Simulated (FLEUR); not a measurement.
**MnSe: which magnetic order is lowest**

Aim: find out whether MnSe carries moments, and which collinear order costs least.

Program: FLEUR MaX-R8.1. Level of theory: LDA (VWN) with U = 5.9 eV, J = 0.9 eV on Mn d; all-electron FLAPW, Dirac cores, scalar-relativistic bands. Results are calculated unless marked as measured.

The database entry behind the starting cell differs from later determinations by our own check (about 0.4 % short), so it need not match the best structure at ambient conditions.

### 1. Set-up

It takes space group Fm-3m (No. 225, cubic). Conventional cell: a = 5.440 Å, b = 5.440 Å, c = 5.440 Å, α = 90.00°, β = 90.00°, γ = 90.00°. Mn has 6 Se at 2.72 Å nearest. Nearest to Se lie 6 Mn at 2.72 Å. Farther neighbours and most contacts between anions are not listed.

### 2. Start 1: ferro +

The parallel start comes first: it shows whether parallel moments hold. The U counters the self-interaction that shrinks the moments of a localised shell.

inpgen writes inp.xml from crystal.txt; cutoffs, mixing, functional, smearing and local orbitals are then set in the file. The k list default-1 (kpts.xml, not shown) is a Γ-centred 8×8×8 mesh; where the ranks do not divide the number of points, some are split in two of half the weight.

Input file inp.xml:

```
<?xml version="1.0" encoding="UTF-8" standalone="no"?>
<fleurInput fleurInputVersion="0.39">
   <comment>
      MnSe
   </comment>
   <calculationSetup>
      <cutoffs Kmax="3.6" Gmax="10.8" GmaxXC="10.8" numbands="0"/>
      <scfLoop itmax="130" minDistance="0.0001" maxIterBroyd="15" imix="Anderson" alpha="0.05" precondParam="0.0" spinf="2.0" sdNocoIR="T"/>
      <coreElectrons ctail="T" frcor="F" kcrel="0" coretail_lmax="0"/>
      <xcFunctional name="vwn" relativisticCorrections="F"/>
      <magnetism jspins="2"/>
      <soc l_soc="F" theta="0.0" phi="0.0" spav="F"/>
      <expertModes spex="0" secvar="F"/>
      <geometryOptimization l_f="F" forcealpha="1.0" forcemix="BFGS" epsdisp="0.00001" epsforce="0.00001"/>
      <ldaU l_linMix="F" mixParam="0.05" spinf="1.0"/>
   </calculationSetup>
   <cell>
      <bzIntegration valenceElectrons="31.0" mode="hist" fermiSmearingEnergy="0.00183747">
         <kPointListSelection listName="default-1"/>
         <xi:include xmlns:xi="http://www.w3.org/2001/XInclude" href="kpts.xml"> </xi:include>
      </bzIntegration>
      <xi:include xmlns:xi="http://www.w3.org/2001/XInclude" href="sym.xml"> </xi:include>
      <bulkLattice scale="1.0">
         <bravaisMatrix>
            <row-1>    0.0000000000000000     5.1400550589120000     5.1400550589120000</row-1>
            <row-2>    5.1400550589120000     0.0000000000000000     5.1400550589120000</row-2>
            <row-3>    5.1400550589120000     5.1400550589120000     0.0000000000000000</row-3>
         </bravaisMatrix>
      </bulkLattice>
   </cell>
   <atomSpecies>
      <species name="Manganese 4.500" element="Mn" atomicNumber="25">
         <mtSphere radius="2.51" gridPoints="829" logIncrement="0.015"/>
         <atomicCutoffs lmax="10" lnonsphr="8"/>
         <electronConfig flipSpins="F">
            <coreConfig>(1s1/2) (2s1/2) (2p1/2) (2p3/2)</coreConfig>
            <valenceConfig>(3s1/2) (3p1/2) (3p3/2) (4s1/2) (3d3/2) (3d5/2)</valenceConfig>
            <stateOccupation state="(3d3/2)" spinUp="1.75" spinDown="0.25"/>
            <stateOccupation state="(3d5/2)" spinUp="3.0" spinDown="0.0"/>
         </electronConfig>
         <energyParameters s="4" p="4" d="3" f="4"/>
         <ldaU l="2" U="5.9" J="0.9" l_amf="F"/>
         <lo type="SCLO" l="0" n="3" eDeriv="0"/>
         <lo type="SCLO" l="1" n="3" eDeriv="0"/>
      </species>
      <species name="Selenium (Se)" element="Se" atomicNumber="34">
         <mtSphere radius="2.51" gridPoints="829" logIncrement="0.015"/>
         <atomicCutoffs lmax="10" lnonsphr="8"/>
         <electronConfig flipSpins="F">
            <coreConfig>(1s1/2) (2s1/2) (2p1/2) (2p3/2) (3s1/2) (3p1/2) (3p3/2)</coreConfig>
            <valenceConfig>(4s1/2) (3d3/2) (3d5/2) (4p1/2) (4p3/2)</valenceConfig>
            <stateOccupation state="(4p1/2)" spinUp="0.666667" spinDown="0.666667"/>
            <stateOccupation state="(4p3/2)" spinUp="1.333333" spinDown="1.333333"/>
         </electronConfig>
         <energyParameters s="4" p="4" d="3" f="4"/>
      </species>
   </atomSpecies>
   <atomGroups>
      <atomGroup species="Manganese 4.500">
         <relPos label="                   1">.0000000000 .0000000000 .0000000000</relPos>
         <force calculate="T" relaxXYZ="TTT"/>
      </atomGroup>
      <atomGroup species="Selenium (Se)">
         <relPos label="                   2">1.000/2.000 1.000/2.000 1.000/2.000</relPos>
         <force calculate="T" relaxXYZ="TTT"/>
      </atomGroup>
   </atomGroups>
   <output dos="F" band="F" slice="F">
      <bandDOS minEnergy="-.5*Htr" maxEnergy="0.5*Htr" sigma="0.015" storeEVData="T"/>
      <plotting iplot="0" polar="F">
         <plot TwoD="T" vec1="  1.0  0.0  0.0" vec2="  0.0  1.0  0.0" vec3="  0.0  0.0  1.0" zero="  0.0  0.0  0.0" file="plot"/>
      </plotting>
      <moessbauerParams electricFieldGradient="F" isomerShift="F" coreHyperfine="F" valenceHyperfine="F"/>
   </output>
</fleurInput>
```

Input file crystal.txt:

```
MnSe
&input film=F cartesian=F /
0.00000000000  2.72000000000  2.72000000000
2.72000000000  0.00000000000  2.72000000000
2.72000000000  2.72000000000  0.00000000000
1.8897261246
1.0 1.0 1.0

2
25 0.00000000000  0.00000000000  0.00000000000 : 4.500
34 0.50000000000  0.50000000000  0.50000000000

&kpt div1=8 div2=8 div3=8 gamma=T /
```

Run with:

```
OMP_NUM_THREADS=1 inpgen -f crystal.txt > inpgen.log  # inp.xml is then edited as shown
OMP_NUM_THREADS=1 mpirun -n 2 fleur_MPI > fleur.log
```

The program printed:

```text
Welcome to FLEUR        (www.flapw.de)
      MaX-Release 8.1          (www.max-centre.eu)

 ========== k-point set info ==========
 Selected k-point list: default-1
 k-point list type: mesh
 0 x 0 x 0
 Number of k points: 30

 ------------Calculation Setup---------------------------
 Number of MPI-tasks      :            2
 Number of PE/node        :            2
 Number of OMP-threads    :            1
 k-points in parallel     :            2
 pe's per k-point         :            1
 No of k-point loops      :           15
 Eigenvalue solver        :       lapack
 Number of basis functions:          234
 Approximate size of matrices (H+S) per k-point:         0.001 GB
 --------------------------------------------------------
 no density matrix found ... skipping LDA+U
 Reset of history
 Iteration:     1   Distance:       4.89530337 me/bohr^3
 Iteration:     2   Distance:       6.86771205 me/bohr^3
 Iteration:     3   Distance:       6.48741758 me/bohr^3
 Iteration:     4   Distance:       2.41022564 me/bohr^3
 Iteration:     5   Distance:       1.06916884 me/bohr^3
 Iteration:     6   Distance:       1.06619091 me/bohr^3
 Iteration:     7   Distance:       0.26606777 me/bohr^3
 Iteration:     8   Distance:       0.07689885 me/bohr^3
 Iteration:     9   Distance:       0.07370919 me/bohr^3
 Iteration:    10   Distance:       0.01029040 me/bohr^3
 Iteration:    11   Distance:       0.01386142 me/bohr^3
 Iteration:    12   Distance:       0.00131119 me/bohr^3
 Iteration:    13   Distance:       0.00029282 me/bohr^3
 Iteration:    14   Distance:       0.00011478 me/bohr^3
 Iteration:    15   Distance:       0.00002009 me/bohr^3

 ********************************************************************
 Run finished successfully
 Stop message:
   all done
 ********************************************************************

--- out.xml (last complete iteration) ---
<iteration numberForCurrentRun="   15" overallNumber="   15">
         [... left out ...]
         <bandgap value="1.2437819127" units="eV"/>
         <sumValenceSingleParticleEnergies value="-29.1647590213" units="Htr"/>
         <FermiEnergy value="0.2335281693" units="Htr"/>
         <valenceDensity>
            <mtCharges spin="1">
               <mtCharge atomType="1" total="9.1780546" s="1.1763639" p="3.1638041" d="4.8212637" f="0.0138166"/>
               <mtCharge atomType="2" total="7.5217075" s="0.8420264" p="1.6592225" d="5.0092443" f="0.0081751"/>
            </mtCharges>
            <mtCharges spin="2">
               <mtCharge atomType="1" total="4.4770542" s="1.1227201" p="3.1236402" d="0.2162984" f="0.0118826"/>
               <mtCharge atomType="2" total="7.4309001" s="0.8272715" p="1.5997397" d="5.0013356" f="0.0021344"/>
            </mtCharges>
            <spinDependentCharge spin="1" total="18.0000000" interstitial="1.3002379" mtSpheres="16.6997621"/>
            <spinDependentCharge spin="2" total="13.0000000" interstitial="1.0920456" mtSpheres="11.9079544"/>
            <totalCharge value="31.0000000000"/>
         </valenceDensity>
         [... left out ...]
         <allElectronCharges>
            <spinDependentCharge spin="1" total="32.0000000" interstitial="1.3002523" mtSpheres="30.6997477"/>
            <spinDependentCharge spin="2" total="27.0000000" interstitial="1.0920600" mtSpheres="25.9079400"/>
            <totalCharge value="58.9999999941"/>
         </allElectronCharges>
         <magneticMomentsInMTSpheres units="muBohr">
            <globalMagMoment atomType="1" vec="0.00000   0.00000   4.70100"/>
            <localMagMoment atomType="1" vec="0.00000   0.00000   4.70100"/>
            <globalMagMoment atomType="2" vec="0.00000   0.00000   0.09081"/>
            <localMagMoment atomType="2" vec="0.00000   0.00000   0.09081"/>
         </magneticMomentsInMTSpheres>
         <moessbauerParams unitsHFF="kG" unitsIS="e/bohr^3" unitsEFG="Htr/bohr^2">
         </moessbauerParams>
         <totalEnergy value="    -3583.5915888677" units="Htr">
            <sumOfEigenvalues value="    -2076.7406333098">
               <coreElectrons value="-2047.5758742885"/>
               <valenceElectrons value="-29.1647590213"/>
            </sumOfEigenvalues>
            <densityCoulombPotentialIntegral value="-5552.3336903634"/>
            <densityEffectivePotentialIntegral value="-5731.2840789761"/>
            <chargeDenXCDenIntegral value="-135.1259950443"/>
            <FockExchangeEnergyValence value="0.0000000000"/>
            <FockExchangeEnergyCore value="0.0000000000"/>
            <atomTypeDependentContributions atomType="1">
               <electronNucleiInteractionDifferentMTs value="1378.4993250032"/>
               <MadelungTerm value="-9.4610235686"/>
            </atomTypeDependentContributions>
            <atomTypeDependentContributions atomType="2">
               <electronNucleiInteractionDifferentMTs value="2927.9175313542"/>
               <MadelungTerm value="-11.3929389858"/>
            </atomTypeDependentContributions>
            <dftUCorrection value="-0.4286246037"/>
            <tkbTimesEntropy value="0.0000000000"/>
            <freeEnergy value="-3583.5915888677"/>
            <extrapolationTo0K value="-3583.5915888677"/>
         </totalEnergy>
         <ldaUDensityMatrix>
            <densityMatrixFor spin="1" atomType="1" uIndex="1" l="2" U="5.90000000" J="0.90000000">
               (+0.96698,+0.00000) (+0.00000,+0.00000) (+0.00000,+0.00000) (+0.00000,+0.00000) (+0.01366,+0.00000)
               (+0.00000,+0.00000) (+0.95332,+0.00000) (+0.00000,+0.00000) (+0.00000,+0.00000) (+0.00000,+0.00000)
               (+0.00000,+0.00000) (+0.00000,+0.00000) (+0.98065,+0.00000) (+0.00000,+0.00000) (+0.00000,+0.00000)
               (+0.00000,+0.00000) (+0.00000,+0.00000) (+0.00000,+0.00000) (+0.95332,+0.00000) (+0.00000,+0.00000)
               (+0.01366,+0.00000) (+0.00000,+0.00000) (+0.00000,+0.00000) (+0.00000,+0.00000) (+0.96698,+0.00000)
            </densityMatrixFor>
            <densityMatrixFor spin="2" atomType="1" uIndex="1" l="2" U="5.90000000" J="0.90000000">
               (+0.05026,+0.00000) (+0.00000,+0.00000) (+0.00000,+0.00000) (+0.00000,+0.00000) (+0.03499,+0.00000)
               (+0.00000,+0.00000) (+0.01527,+0.00000) (+0.00000,+0.00000) (+0.00000,+0.00000) (+0.00000,+0.00000)
               (+0.00000,+0.00000) (+0.00000,+0.00000) (+0.08524,+0.00000) (+0.00000,+0.00000) (+0.00000,+0.00000)
               (+0.00000,+0.00000) (+0.00000,+0.00000) (+0.00000,+0.00000) (+0.01527,+0.00000) (+0.00000,+0.00000)
               (+0.03499,+0.00000) (+0.00000,+0.00000) (+0.00000,+0.00000) (+0.00000,+0.00000) (+0.05026,+0.00000)
            </densityMatrixFor>
         </ldaUDensityMatrix>
         <ldaUDensityMatrixConvergence>
            <distance spin="1" distance="0.000000"/>
            <distance spin="2" distance="0.000000"/>
         </ldaUDensityMatrixConvergence>
         <densityConvergence units="me/bohr^3">
            <chargeDensity spin="1" distance="0.0000104388"/>
            <chargeDensity spin="2" distance="0.0000158337"/>
            <overallChargeDensity distance="0.0000200903"/>
            <spinDensity distance="0.0000177688"/>
         </densityConvergence>
      </iteration>
```

The job ended after 12 s (2 MPI ranks of Arm Neoverse V2, shared host; peak memory 0.11 GiB; 24 s of CPU time).

Numbers from this step:

- free energy: -97514.4949 eV
- program's band gap on this mesh (in a metal only a level spacing): 1.244 eV
- magnetization: 5 μB
- final state: ferromagnetic
- largest moment: 4.701 μB

After 15 cycles the largest moment stands at 4.70 μB.

(Continued in part 2 of 3.)

[Logs and program files are shortened in this print: banners, set-up blocks, solver, clock and traceback lines can be left out without a mark of their own.]

[Logs are printed without paths, hosts, clocks, repeated set-up lines and the standing remarks that a program may print on its own settings, such as how far it seeks lower states.]

[Hosts, paths, dates, database ids (printed as entryN), source tags and the programs' standing remarks are cut or masked in the printed files.]

[Where a cell is said to come from a database of computed structures, the database is the Materials Project.]
